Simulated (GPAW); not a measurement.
# A 8-layer slab of K(100) in an electric field

Aim: the dipole that a field along the normal induces in a 8-layer slab of K(100).

Program: GPAW 26.7.0. Level of theory: GPAW, PAW setups; slab in vacuum, relaxation, in the first sound run; inputs show where later runs differ. Results are calculated unless marked as measured.

This is a report of a sequence of runs, with most program output left out.

### Step 1. Starting point

The cell holds 8 atoms: 8 K. Cell: a = 5.230 Å, b = 5.230 Å, c = 32.305 Å, α = 90.0°, β = 90.0°, γ = 90.0°. Vacuum lies along c.

### Step 2. Relaxation

Forces are removed first; all later runs use this geometry. The lowest 4 atoms are held at bulk positions and keep their forces.

Input file run.py:

```python
import json
import numpy as np
from ase import Atoms
from ase.constraints import FixAtoms
from ase.optimize import BFGS
from gpaw import GPAW, PW

slab = Atoms(
    ['K', 'K', 'K', 'K', 'K', 'K', 'K', 'K'],
    positions=[
        [2.61500, 2.61500, 7.00000],
        [0.00000, 0.00000, 9.61500],
        [2.61500, 2.61500, 12.23000],
        [0.00000, 0.00000, 14.84500],
        [2.61500, 2.61500, 17.46000],
        [0.00000, 0.00000, 20.07500],
        [2.61500, 2.61500, 22.69000],
        [0.00000, 0.00000, 25.30500]],
    cell=[[5.23, 0.0, 0.0], [0.0, 5.23, 0.0], [0.0, 0.0, 32.305]],
    pbc=[True, True, False])

slab.calc = GPAW(mode=PW(400), xc='PBE', kpts={'size': (6, 6, 1), 'gamma': True},
                 occupations={'name': 'fermi-dirac', 'width': 0.1}, nbands='160%',
                 convergence={'density': 1e-05}, maxiter=200,
                 poissonsolver={'dipolelayer': 'xy'},
                 symmetry={'tolerance': 1e-3, 'extra_ids': [1, 1, 1, 1, 0, 0, 0, 0]}, txt='slab.txt')
result = {}
slab.set_constraint(FixAtoms([0, 1, 2, 3]))
path = []
opt = BFGS(slab, maxstep=0.2)
opt.attach(lambda: path.append((slab.get_potential_energy(), slab.positions.tolist(), slab.get_forces().tolist())))
result['relaxed'] = bool(opt.run(fmax=0.03, steps=40))
result['path'] = path
energy = slab.get_potential_energy()
fermi = slab.calc.get_fermi_level()
v = slab.calc.get_electrostatic_potential().mean((0, 1)) - fermi
n = slab.calc.get_pseudo_density().mean((0, 1))
L = slab.cell[2, 2]
z = np.arange(len(v)) * L / len(v)
low, high = slab.positions[:, 2].min(), slab.positions[:, 2].max()
below, above = np.interp([low - 4.8, high + 4.8], z, v)
slopes = [np.interp(x, z, np.gradient(v, z)) for x in (low - 4.8, high + 4.8)]
eps = np.array([[slab.calc.get_eigenvalues(k, s) for k in range(len(slab.calc.get_ibz_k_points()))]
                for s in range(slab.calc.get_number_of_spins())]) - fermi
top, bottom = eps[eps < 0].max(), eps[eps > 0].min()
dipole = slab.get_dipole_moment()[2]
print(f'energy {energy:.4f} eV, Fermi level {fermi:.4f} eV, dipole {dipole:.5f} e A')
print(f'potential 4.8 A off the faces, from the Fermi level: lower {below:.4f} eV, upper {above:.4f} eV')
print(f'slope of the potential there: lower {slopes[0]:.5f}, upper {slopes[1]:.5f} eV/A')
print(f'nearest levels on the mesh: {top:.4f} and {bottom:.4f} eV')
print('magnetic moment', round(slab.get_magnetic_moment(), 3))
result.update(energy=energy, fermi=fermi, dipole=dipole, below=below, above=above, slopes=slopes, edges=[top, bottom],
              z=z.tolist(), v=v.tolist(), n=n.tolist(), positions=slab.positions.tolist(),
              forces=slab.get_forces(apply_constraint=False).tolist(), moments=slab.get_magnetic_moments().tolist())
json.dump(result, open('result.json', 'w'))
```

Run with:

```console
$ OMP_NUM_THREADS=1 OPENBLAS_NUM_THREADS=1 python run.py
```

Run time: 5.5 min. Hardware: 1 thread of Arm Neoverse V1, shared host; peak memory 0.5 GiB.

Numbers from this step:

* dipole along the normal: 1.75e-5 e·Å
* levels nearest the Fermi level on the mesh: -0.05262, 0.02177 eV from the Fermi level
* upper work function: 2.237 eV
* lower work function: 2.237 eV

The electrostatic potential energy of an electron (without an applied field's), less the Fermi level, planar mean oscillates, so the rows of the table below give means over windows of 2.58 Å about each position, cut where the curve ends. Its maxima inside the range that stand out by 2 % of the span (Å: eV): 8.3: 0.921, 10.9: 0.903, 13.6: 0.913, 16.2: 0.926, 18.7: 0.913, 21.4: 0.903, 24.0: 0.921. Its minima: 7.0: -4.81, 9.6: -4.62, 12.3: -4.61, 14.9: -4.66, 17.4: -4.66, 20.0: -4.61, 22.7: -4.62, 25.3: -4.81.

Electrostatic potential energy of an electron (without an applied field's), less the Fermi level, planar mean against z; means over each step:

```tsv
z (Å)	electrostatic potential energy of an electron (without an applied field's), less the Fermi level, planar mean (eV)
1.29	2.24
3.87	2.13
6.45	-0.963
9.03	-1.11
11.61	-1.12
14.19	-1.12
16.77	-1.11
19.35	-1.11
21.93	-1.10
24.51	-1.16
27.09	1.41
29.67	2.22
```

The pseudo valence density, planar mean oscillates, so the rows of the table below give means over windows of 2.58 Å about each position, cut where the curve ends. Its maxima inside the range that stand out by 2 % of the span (Å: e/Å³): 7.1: 0.278, 9.7: 0.285, 12.3: 0.289, 14.9: 0.291, 17.4: 0.291, 20.0: 0.289, 22.6: 0.285, 25.2: 0.278. Its minima: 8.4: 0.0265, 11.0: 0.0249, 13.6: 0.0247, 16.2: 0.0248, 18.7: 0.0247, 21.3: 0.0249, 23.9: 0.0265.

The pseudo valence density, planar mean by z; means over each step:

z (Å), pseudo valence density, planar mean (e/Å³) and a bar:
```
     1.29      0.000 
     3.87      0.001 
     6.45      0.117 ############################
     9.03      0.127 ##############################
    11.61      0.126 ##############################
    14.19      0.126 ##############################
    16.77      0.126 ##############################
    19.35      0.126 ##############################
    21.93      0.126 ##############################
    24.51      0.125 ##############################
    27.09      0.020 #####
    29.67      0.000
```

The starting forces already met the threshold, so no step was taken. The largest force left on a free atom is 0.024 eV/Å.

### Step 3. Plane waves, PBE

The work function is the vacuum plateau of the electrostatic potential less the Fermi level; a dipole layer lets the two faces have plateaus of their own.

This step: GPAW, PAW setups; slab in vacuum (GPAW 26.7.0).

run.py: that of step 2 with these lines changed.

```diff
@@ -3,4 +3,2 @@
 from ase import Atoms
-from ase.constraints import FixAtoms
-from ase.optimize import BFGS
 from gpaw import GPAW, PW
@@ -25,10 +23,4 @@
                  poissonsolver={'dipolelayer': 'xy'},
-                 symmetry={'tolerance': 1e-3, 'extra_ids': [1, 1, 1, 1, 0, 0, 0, 0]}, txt='slab.txt')
+                 symmetry={'tolerance': 1e-3}, txt='slab.txt')
 result = {}
-slab.set_constraint(FixAtoms([0, 1, 2, 3]))
-path = []
-opt = BFGS(slab, maxstep=0.2)
-opt.attach(lambda: path.append((slab.get_potential_energy(), slab.positions.tolist(), slab.get_forces().tolist())))
-result['relaxed'] = bool(opt.run(fmax=0.03, steps=40))
-result['path'] = path
 energy = slab.get_potential_energy()
```

Wall time 5.5 min (1 thread); peak memory 0.5 GiB.

The electrostatic potential energy of an electron (without an applied field's), less the Fermi level, planar mean oscillates, so the rows of the table below give means over windows of 2.58 Å about each position, cut where the curve ends. Its maxima inside the range that stand out by 2 % of the span (Å: eV): 8.3: 0.921, 10.9: 0.903, 13.6: 0.913, 16.2: 0.926, 18.7: 0.913, 21.4: 0.903, 24.0: 0.921. Its minima: 7.0: -4.81, 9.6: -4.62, 12.3: -4.61, 14.9: -4.66, 17.4: -4.66, 20.0: -4.61, 22.7: -4.62, 25.3: -4.81.

Electrostatic potential energy of an electron (without an applied field's), less the Fermi level, planar mean against z; means over each step:

z (Å), electrostatic potential energy of an electron (without an applied field's), less the Fermi level, planar mean (eV) and a bar from the least value:
```
     1.29       2.24 ##############################
     3.87       2.13 #############################
     6.45      -0.96 ##
     9.03      -1.11 
    11.61      -1.12 
    14.19      -1.12 
    16.77      -1.11 
    19.35      -1.11 
    21.93      -1.10 #
    24.51      -1.16 
    27.09       1.41 #######################
    29.67       2.22 ##############################
```

The pseudo valence density, planar mean oscillates, so the rows of the table below give means over windows of 2.58 Å about each position, cut where the curve ends. Its maxima inside the range that stand out by 2 % of the span (Å: e/Å³): 7.1: 0.278, 9.7: 0.285, 12.3: 0.289, 14.9: 0.291, 17.4: 0.291, 20.0: 0.289, 22.6: 0.285, 25.2: 0.278. Its minima: 8.4: 0.0265, 11.0: 0.0249, 13.6: 0.0247, 16.2: 0.0248, 18.7: 0.0247, 21.3: 0.0249, 23.9: 0.0265.

Table of pseudo valence density, planar mean by z; means over each step:

```tsv
z (Å)	pseudo valence density, planar mean (e/Å³)
1.29	3.0e-5
3.87	0.00128
6.45	0.117
9.03	0.127
11.61	0.126
14.19	0.126
16.77	0.126
19.35	0.126
21.93	0.126
24.51	0.125
27.09	0.0204
29.67	2.3e-4
```

The potential is flat to 0.008 eV/Å where it is read, so the vacuum is wide enough.

### Step 4. Field on

A uniform field along the normal polarises the slab; the atoms stay fixed, so this is the electronic response alone.

run.py: that of step 3 with these lines changed.

```diff
@@ -4,2 +4,3 @@
 from gpaw import GPAW, PW
+from gpaw.external import ConstantElectricField
 
@@ -23,2 +24,3 @@
                  poissonsolver={'dipolelayer': 'xy'},
+                 external=ConstantElectricField(-0.2, [0, 0, 1]),
                  symmetry={'tolerance': 1e-3}, txt='slab.txt')
```

Run time: 11 min. Hardware: 1 thread; peak memory 0.71 GiB.

Numbers from this step:

```
dipole along the normal                                         : -0.7090 e·Å
levels nearest the Fermi level on the mesh                      : -0.05243, 0.02109 eV from the Fermi level
potential below the slab, the applied field's own ramp left out : -0.06630 eV from the Fermi level
potential above the slab, the applied field's own ramp left out : 4.617 eV from the Fermi level
```

The electrostatic potential energy of an electron (without an applied field's), less the Fermi level, planar mean oscillates, so the rows of the table below give means over windows of 2.58 Å about each position, cut where the curve ends. Its maxima inside the range that stand out by 2 % of the span (Å: eV): 8.4: -0.630, 11.0: -0.138, 13.6: 0.398, 16.2: 0.926, 18.8: 1.44, 21.4: 1.96, 24.0: 2.48, 31.9: 4.63. Its minima: 7.0: -6.67, 9.6: -5.93, 12.3: -5.38, 14.9: -4.92, 17.4: -4.40, 20.0: -3.84, 22.7: -3.31, 25.3: -2.97.

The electrostatic potential energy of an electron (without an applied field's), less the Fermi level, planar mean by z; means over each step:

```tsv
z (Å)	electrostatic potential energy of an electron (without an applied field's), less the Fermi level, planar mean (eV)
1.29	0.106
3.87	-0.141
6.45	-2.93
9.03	-2.53
11.61	-2.03
14.19	-1.51
16.77	-0.987
19.35	-0.471
21.93	0.0536
24.51	0.511
27.09	3.60
29.67	4.60
```

The dipole is now -0.709 e Å, against 1.7e-5 in the run without a field.

### Step 5. Field on

run.py: that of step 4 with these lines changed.

```diff
@@ -24,3 +24,3 @@
                  poissonsolver={'dipolelayer': 'xy'},
-                 external=ConstantElectricField(-0.2, [0, 0, 1]),
+                 external=ConstantElectricField(-0.1, [0, 0, 1]),
                  symmetry={'tolerance': 1e-3}, txt='slab.txt')
```

Run time: 8.8 min. Hardware: 1 thread; peak memory 0.69 GiB.

This step gave:

- dipole along the normal: -0.3541 e·Å
- levels nearest the Fermi level on the mesh: -0.05254, 0.02129 eV from the Fermi level
- potential below the slab, the applied field's own ramp left out: 1.077 eV from the Fermi level
- potential above the slab, the applied field's own ramp left out: 3.416 eV from the Fermi level

The electrostatic potential energy of an electron (without an applied field's), less the Fermi level, planar mean oscillates, so the rows of the table below give means over windows of 2.58 Å about each position, cut where the curve ends. Its maxima inside the range that stand out by 2 % of the span (Å: eV): 8.4: 0.142, 11.0: 0.381, 13.6: 0.655, 16.2: 0.926, 18.8: 1.17, 21.4: 1.43, 24.0: 1.70, 31.9: 3.42. Its minima: 7.0: -5.74, 9.6: -5.27, 12.3: -5.00, 14.9: -4.79, 17.4: -4.53, 20.0: -4.22, 22.7: -3.96, 25.3: -3.89.

The electrostatic potential energy of an electron (without an applied field's), less the Fermi level, planar mean by z; means over each step:

```tsv
z (Å)	electrostatic potential energy of an electron (without an applied field's), less the Fermi level, planar mean (eV)
1.29	1.16
3.87	0.988
6.45	-1.95
9.03	-1.82
11.61	-1.57
14.19	-1.31
16.77	-1.05
19.35	-0.790
21.93	-0.525
24.51	-0.326
27.09	2.50
29.67	3.40
```

The dipole is now -0.354 e Å, against 1.7e-5 in the run without a field.

### Step 6. Field on

run.py: that of step 5 with these lines changed.

```diff
@@ -24,3 +24,3 @@
                  poissonsolver={'dipolelayer': 'xy'},
-                 external=ConstantElectricField(-0.1, [0, 0, 1]),
+                 external=ConstantElectricField(-0.05, [0, 0, 1]),
                  symmetry={'tolerance': 1e-3}, txt='slab.txt')
```

The job ended after 11 min (1 thread; peak memory 0.69 GiB).

### Step 7. In a field

run.py: that of step 6 with these lines changed.

```diff
@@ -24,3 +24,3 @@
                  poissonsolver={'dipolelayer': 'xy'},
-                 external=ConstantElectricField(-0.05, [0, 0, 1]),
+                 external=ConstantElectricField(0.05, [0, 0, 1]),
                  symmetry={'tolerance': 1e-3}, txt='slab.txt')
```

The job ended after 9.5 min (1 thread; peak memory 0.71 GiB).

The electrostatic potential energy of an electron (without an applied field's), less the Fermi level, planar mean oscillates, so the rows of the table below give means over windows of 2.58 Å about each position, cut where the curve ends. Its maxima inside the range that stand out by 2 % of the span (Å: eV): 0.4: 2.83, 8.3: 1.31, 10.9: 1.17, 13.6: 1.04, 16.2: 0.926, 18.7: 0.784, 21.3: 0.641, 24.0: 0.530. Its minima: 7.0: -4.35, 9.6: -4.29, 12.3: -4.42, 14.9: -4.59, 17.4: -4.72, 20.0: -4.80, 22.7: -4.95, 25.3: -5.28.

The electrostatic potential energy of an electron (without an applied field's), less the Fermi level, planar mean by z; means over each step:

```tsv
z (Å)	electrostatic potential energy of an electron (without an applied field's), less the Fermi level, planar mean (eV)
1.29	2.79
3.87	2.71
6.45	-0.472
9.03	-0.756
11.61	-0.892
14.19	-1.02
16.77	-1.14
19.35	-1.27
21.93	-1.39
24.51	-1.58
27.09	0.865
29.67	1.64
```

### Step 8. In a field

run.py: that of step 7 with these lines changed.

```diff
@@ -24,3 +24,3 @@
                  poissonsolver={'dipolelayer': 'xy'},
-                 external=ConstantElectricField(0.05, [0, 0, 1]),
+                 external=ConstantElectricField(0.1, [0, 0, 1]),
                  symmetry={'tolerance': 1e-3}, txt='slab.txt')
```

The job ended after 8.8 min (1 thread; peak memory 0.69 GiB).

The dipole is now 0.354 e Å, against 1.7e-5 in the run without a field.

### Step 9. In a field

run.py: that of step 8 with these lines changed.

```diff
@@ -24,3 +24,3 @@
                  poissonsolver={'dipolelayer': 'xy'},
-                 external=ConstantElectricField(0.1, [0, 0, 1]),
+                 external=ConstantElectricField(0.2, [0, 0, 1]),
                  symmetry={'tolerance': 1e-3}, txt='slab.txt')
```

It took 12 min on 1 thread; peak memory 0.71 GiB.

The dipole is now 0.709 e Å, against 1.7e-5 in the run without a field.

### Step 10. In a field

run.py: that of step 9 with these lines changed.

```diff
@@ -24,3 +24,3 @@
                  poissonsolver={'dipolelayer': 'xy'},
-                 external=ConstantElectricField(0.2, [0, 0, 1]),
+                 external=ConstantElectricField(0.3, [0, 0, 1]),
                  symmetry={'tolerance': 1e-3}, txt='slab.txt')
```

Wall time 12 min (1 thread); peak memory 0.69 GiB.

The dipole is now 1.07 e Å, against 1.7e-5 in the run without a field.

### Step 11. The series

The members are put on one axis.

This step: induced dipole against applied field (GPAW 26.7.0).

Dipole along the normal against field:

```tsv
field (V/Å)	dipole along the normal (e·Å)
-0.200	-0.709
-0.100	-0.354
-0.050	-0.177
0.000	1.7e-5
0.050	0.177
0.100	0.354
0.200	0.709
0.300	1.07
```

### Step 12. A changed run

One more run, with changed settings.

This step: GPAW, PAW setups; slab in vacuum (GPAW 26.7.0).

run.py: that of step 10 with these lines changed.

```diff
@@ -4,3 +4,2 @@
 from gpaw import GPAW, PW
-from gpaw.external import ConstantElectricField
 
@@ -21,6 +20,5 @@
 slab.calc = GPAW(mode=PW(400), xc='PBE', kpts={'size': (6, 6, 1), 'gamma': True},
-                 occupations={'name': 'fermi-dirac', 'width': 0.1}, nbands='160%',
-                 convergence={'density': 1e-05}, maxiter=200,
+                 occupations={'name': 'fermi-dirac', 'width': 2.0}, nbands='160%',
+                 convergence={'density': 1e-05}, maxiter=100,
                  poissonsolver={'dipolelayer': 'xy'},
-                 external=ConstantElectricField(0.3, [0, 0, 1]),
                  symmetry={'tolerance': 1e-3}, txt='slab.txt')
```

Wall time 16 min (1 thread); peak memory 0.5 GiB.

The run finished. A setting was moved off its sound value on purpose, so it serves as a test and not as the result.

The fault put into the input: a smearing of electronvolts (width = 2.0).

### Step 13. Results

| Quantity | Value |
| --- | --- |
| work function, both faces | 2.24 eV |
| dipole along the normal | 1.7e-5 e Å, near the numerical noise |
| induced dipole per field | 3.55 e Å per V/Å |
| out-of-plane polarisability per area, α/(ε0 A) | 23.5 Å |

The field induces 3.55 e Å per V/Å, a polarisable thickness α/(ε0 A) of 23.5 Å beside 18.3 Å between the outermost nuclei. A perfect conductor would give the distance between its two image planes; a dielectric of thickness t gives t(1 - 1/ε). The measured value for polycrystalline K, which weights the faces of low work function, is 2.29 eV (as compiled in "Anisotropic work function of elemental crystals", 2019, arxiv:1902.07811); the relaxed upper face lies 0.053 eV under it with PBE. Measured work functions scatter by a tenth of an eV or more between methods. The induced dipole is linear in the field over this range. The in-plane lattice was kept as typed, which isn't the functional's own and leaves some strain; spin-orbit coupling and temperature are left out.

[Logs are printed without paths, hosts, clocks, repeated set-up lines and the standing remarks that a program may print on its own settings, such as how far it seeks lower states.]

[Hosts, paths, dates, database ids (printed as entryN), source tags and the programs' standing remarks are cut or masked in the printed files.]
